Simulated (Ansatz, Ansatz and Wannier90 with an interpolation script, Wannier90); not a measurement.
# CsCdCl3 (Pm-3m): what limits a Wannier interpolation of GW, part 2 of 2

Wanted: errors and cost of interpolated bands of CsCdCl3 (Pm-3m) under coarser or faulty settings.

Wannier90 4.0.3; maximally localised Wannier functions from the overlaps of LDA states (plane waves, PAW). Known limits of the many-body steps: not at the basis limit; d shell near the gap, gap tends to lie low; no spin-orbit coupling; coarse k mesh.

So far. Step 3 (Wannier model on 8×8×8, by the program's own minimiser): Near the gap the model misses directly solved bands by 0.4 meV r.m.s. and by 4 meV at most in the window tested. This tests the starting bands, not the corrections carried with them. Step 4 (Wannier model on 4×4×4, by Wannier90): Near the gap the model misses directly solved bands by 5.5 meV r.m.s. and by 42 meV at most in the window tested. This tests the starting bands, not the corrections carried with them.

The database entry behind the starting cell is an old determination (1928), so it need not match the best structure at ambient conditions.

**5. A faulty Wannier input**

This step: maximally localised Wannier functions, LDA, plane waves, PAW.

File input.yaml:

```yaml
crystal:
  lattice:
    - [5.2, 0.0, 0.0]
    - [0.0, 5.2, 0.0]
    - [0.0, 0.0, 5.2]
  atoms:
    - { symbol: Cs, position: [0.0, 0.0, 0.0] }
    - { symbol: Cd, position: [0.5, 0.5, 0.5] }
    - { symbol: Cl, position: [0.0, 0.5, 0.5] }
    - { symbol: Cl, position: [0.5, 0.0, 0.5] }
    - { symbol: Cl, position: [0.5, 0.5, 0.0] }
kpoints:
  mp_grid: { grid: [4, 4, 4] }
hamiltonian:
  xc: lda
scf:
  occupations: { method: fixed }
  n_extra_bands: 74
output:
  wannier:
    kmesh: [4, 4, 4]
    projections: [{ species: Cd, l: s, shell: 5 }, { species: Cl, l: p, shell: 3 }]
    minimise: true
    write_hr: true
    seedname: w
    conv_tol: 1.0e-06
    max_iter: 3
    stability_check: false
    disentanglement:
      window: [-1.62, 12.17]
      frozen_window: [-1.62, 5.71]
      conv_tol: 1.0e-08
```

Launch:

```
$ ansatz run input.yaml --threads 4 --pin off --max-ram 18432MiB --backend cpu --events-out ev --progress --plain --runs-dir out
```

Numbers of over 12 decimals in the logs are rounded to 6 here.

What it wrote:

```text
Error: invalid value for `output.wannier.max_iter`: must be ≥ 5; got 3
```

The job ended after 0.12 s (4 threads of Arm Neoverse V1, shared host; peak memory 0.092 GiB).

The input was rejected at the start.

The program's message: “Error: invalid value for `output.wannier.max_iter`: must be ≥ 5; got 3”

The fault put into this input: too few iterations.

**6. G0W0: 4×4×4 mesh, 528 empty bands, screening to 140 eV**

G0W0 replaces the xc potential by the self-energy, built once from these orbitals. Only a window of levels is corrected, while the sums run over the empty bands that the input names.

This step: G0W0 on LDA, plane waves, PAW.

input.yaml, the sections that differ from step 5:

```yaml
scf:
  occupations: { method: fixed }
gw:
  n_empty_bands: 528
  ecut_chi: 140.0
  qp_bands: [v9, c1]
  screening: { model: contour_deformation }
# crystal, kpoints, hamiltonian: as in step 5
# output: removed
```

What it wrote:

```text
[...]
Crystal: 5 atoms, lattice volume = 140.608 Å³
Basis set: ecut = 420 eV, 2777 PW (Γ)
Bands: 30, of which v1, the nominal top of the filled ones, is band 25 counted from 1 (24 counted from 0)
Symmetry: 48 space group operations
[...]
k-points: 10 of 64
[...]
0    24      3.1106   -21.0205     2.8379   -16.9815  0.7594     1.8776     1.9094  root
[...]
9    23      3.4249   -21.2113     2.9510   -16.9928  0.7595     2.1218     2.1574  root
     9    24      3.6968   -24.2700     2.6042   -20.7308  0.7702     2.7465     2.7618  root
     9    25      3.6968   -24.2700     2.6042   -20.7308  0.7702     2.7465     2.7618  root
     9    26      9.3457    -6.1201    -3.9323   -11.0031  0.8221    10.3088    10.2964  root
[key lines of the parts left out:]
SCF converged after 7 iterations
Free energy (F): -16762.426182 eV
Fermi energy:    3.696814 eV
```

It took 7.2 min on 4 threads; peak memory 2.3 GiB; 28 min of CPU time.

The G0W0 gap on the mesh is 3.412 eV.

**7. G0W0: 2×2×2 mesh, 528 empty bands, screening to 140 eV**

input.yaml, as its differences from that of step 6:

```diff
@@ -12,3 +12,3 @@
 kpoints:
-  mp_grid: { grid: [4, 4, 4] }
+  mp_grid: { grid: [2, 2, 2] }
 hamiltonian:
```

What it wrote:

```text
[...]
Crystal: 5 atoms, lattice volume = 140.608 Å³
Basis set: ecut = 420 eV, 2777 PW (Γ)
Bands: 30, of which v1, the nominal top of the filled ones, is band 25 counted from 1 (24 counted from 0)
Symmetry: 48 space group operations
[...]
k-points: 4 of 8
[...]
3    17     -1.4668   -18.7922     3.6837   -14.2657  0.7281    -2.4122    -2.3096  root ?
[...]
3    23      3.4436   -21.3073     3.1767   -16.9902  0.7354     2.2425     2.3033  root
     3    24      3.7095   -24.4220     2.8741   -20.7076  0.7419     2.8420     2.8693  root
     3    25      3.7095   -24.4220     2.8741   -20.7076  0.7419     2.8420     2.8693  root
     3    26      9.3465    -5.9776    -4.2008   -11.0037  0.7896    10.1968    10.1717  root
[key lines of the parts left out:]
SCF converged after 7 iterations
Free energy (F): -16762.381897 eV
Fermi energy:    3.709527 eV
```

Run time: 46 s. Hardware: 4 threads; peak memory 2.2 GiB; 3 min of CPU time.

The G0W0 gap on the mesh is 3.205 eV.

**8. G0W0: 4×4×4 mesh, 245 empty bands, screening to 84 eV**

input.yaml, as its differences from that of step 7:

```diff
@@ -12,3 +12,3 @@
 kpoints:
-  mp_grid: { grid: [2, 2, 2] }
+  mp_grid: { grid: [4, 4, 4] }
 hamiltonian:
@@ -18,4 +18,4 @@
 gw:
-  n_empty_bands: 528
-  ecut_chi: 140.0
+  n_empty_bands: 245
+  ecut_chi: 84
   qp_bands: [v9, c1]
```

What it wrote:

```text
[...]
Crystal: 5 atoms, lattice volume = 140.608 Å³
Basis set: ecut = 420 eV, 2777 PW (Γ)
Bands: 30, of which v1, the nominal top of the filled ones, is band 25 counted from 1 (24 counted from 0)
Symmetry: 48 space group operations
[...]
k-points: 10 of 64
[...]
0    24      3.1106   -21.0205     3.0717   -16.9815  0.7628     2.1238     2.1432  root
[...]
9    23      3.4249   -21.2113     3.1871   -16.9928  0.7628     2.3714     2.3935  root
     9    24      3.6968   -24.2700     2.8379   -20.7308  0.7746     2.9874     2.9954  root
     9    25      3.6968   -24.2700     2.8379   -20.7308  0.7746     2.9874     2.9954  root
     9    26      9.3457    -6.1201    -3.8129   -11.0031  0.8231    10.4322    10.4157  root
[key lines of the parts left out:]
SCF converged after 7 iterations
Free energy (F): -16762.426182 eV
Fermi energy:    3.696814 eV
```

Run time: 76 s. Hardware: 4 threads; peak memory 0.96 GiB.

The G0W0 gap on the mesh is 3.361 eV.

**9. G0W0: 4×4×4 mesh, 528 empty bands, screening to 140 eV, plasmon pole**

input.yaml, as its differences from that of step 8:

```diff
@@ -18,5 +18,5 @@
 gw:
-  n_empty_bands: 245
-  ecut_chi: 84
+  n_empty_bands: 528
+  ecut_chi: 140.0
   qp_bands: [v9, c1]
-  screening: { model: contour_deformation }
+  screening: { model: godby_needs }
```

What it wrote:

```text
[...]
Crystal: 5 atoms, lattice volume = 140.608 Å³
Basis set: ecut = 420 eV, 2777 PW (Γ)
Bands: 30, of which v1, the nominal top of the filled ones, is band 25 counted from 1 (24 counted from 0)
Symmetry: 48 space group operations
[...]
k-points: 10 of 64
[...]
2    18      0.8666   -19.3969     3.0654   -15.1668  0.8558    -0.4263    -0.2981  root ?
[...]
9    23      3.4249   -21.2113     2.9676   -16.9928  0.7860     2.1621     2.1740  root
     9    24      3.6968   -24.2700     2.6504   -20.7308  0.7934     2.8031     2.8079  root
     9    25      3.6968   -24.2700     2.6504   -20.7308  0.7934     2.8031     2.8079  root
     9    26      9.3457    -6.1201    -3.8977   -11.0031  0.8398    10.3388    10.3310  root
[key lines of the parts left out:]
SCF converged after 7 iterations
Free energy (F): -16762.426182 eV
Fermi energy:    3.696814 eV
```

Wall time 12 min (4 threads); peak memory 2.5 GiB; 47 min of CPU time.

The G0W0 gap on the mesh is 3.438 eV.

**10. Interpolated results**

Times are wall times on 4 threads of Arm Neoverse V1, shared host, good to a factor of about two.

```
GW mesh  empty bands  cutoff (eV)            frequency  gap on mesh (eV)  gap over zone (eV)  direct gap (eV)  valence width (eV)  GW time
  4×4×4          528          140  contour deformation             3.412               3.412            4.265               5.171  7.2 min
  2×2×2          528          140  contour deformation             3.205               3.224            4.061               5.171     46 s
  4×4×4          245           84  contour deformation             3.361               3.361            4.213               5.255     76 s
  4×4×4          528          140         plasmon pole             3.438               3.438            4.324               5.423   12 min
```

**11. Results**

```json
{
  "4×4×4 mesh, 528 empty bands, screening to 140 eV": "3.41 eV",
  "2×2×2 mesh, 528 empty bands, screening to 140 eV": "3.22 eV",
  "4×4×4 mesh, 245 empty bands, screening to 84 eV": "3.36 eV",
  "4×4×4 mesh, 528 empty bands, screening to 140 eV, plasmon pole": "3.44 eV"
}
```

**Reading.** The largest change, −0.19 eV in the gap over the zone, comes with 2×2×2 mesh, 528 empty bands, screening to 140 eV. The first run is a reference, not a converged one, and where a row moves several settings no single cause can be named. Rows on another GW mesh add that mesh's corrections to the bands of the one model. The program's own minimiser ends at the same spread as the first model, 21.9 Å², from the same trial orbitals; this need not be the lowest minimum. Coarser Wannier mesh (4×4×4): the miss near the gap goes from under 1 (the model on 8×8×8) to 6 meV and the total spread from 21.9 to 20.3 Å². With 2×2×2 mesh, 528 empty bands, screening to 140 eV the gap over the zone moves by −0.19 eV and that on the mesh by −0.21 eV. With 4×4×4 mesh, 245 empty bands, screening to 84 eV the gap over the zone moves by −0.05 eV and that on the mesh by −0.05 eV. With 4×4×4 mesh, 528 empty bands, screening to 140 eV, plasmon pole the gap over the zone moves by +0.03 eV and that on the mesh by +0.03 eV. Gaps over the zone and on the mesh differ where an edge lies off the mesh, or where a GW run starts from another density: the starting gap over the zone is 1.511 eV, on the GW meshes it is 1.511 eV and 1.491 eV. This is the ideal cubic cell; many perovskites, halides above all, are cubic only on average, and local tilts or off-centring can widen the gap. A d shell, filled or nearly so, lies near the gap. One-shot GW converges very slowly in bands there, not always from below, and on a semilocal start the gap tends to come out low; starts rich in exact exchange can overshoot instead. The many-body steps are scalar-relativistic: spin-orbit coupling is not in them.

[Paths, hosts, dates, memory and timing lines, banners, echoed tables and standing remarks are left out of the program output.]

[Logs are printed without paths, hosts, clocks, repeated set-up lines and the standing remarks that a program may print on its own settings, such as how far it seeks lower states.]

[Runs of the session that timed out or met a known fault of the program may be left out.]

[Hosts, paths, dates, database ids (printed as entryN), source tags and the programs' standing remarks are cut or masked in the printed files.]
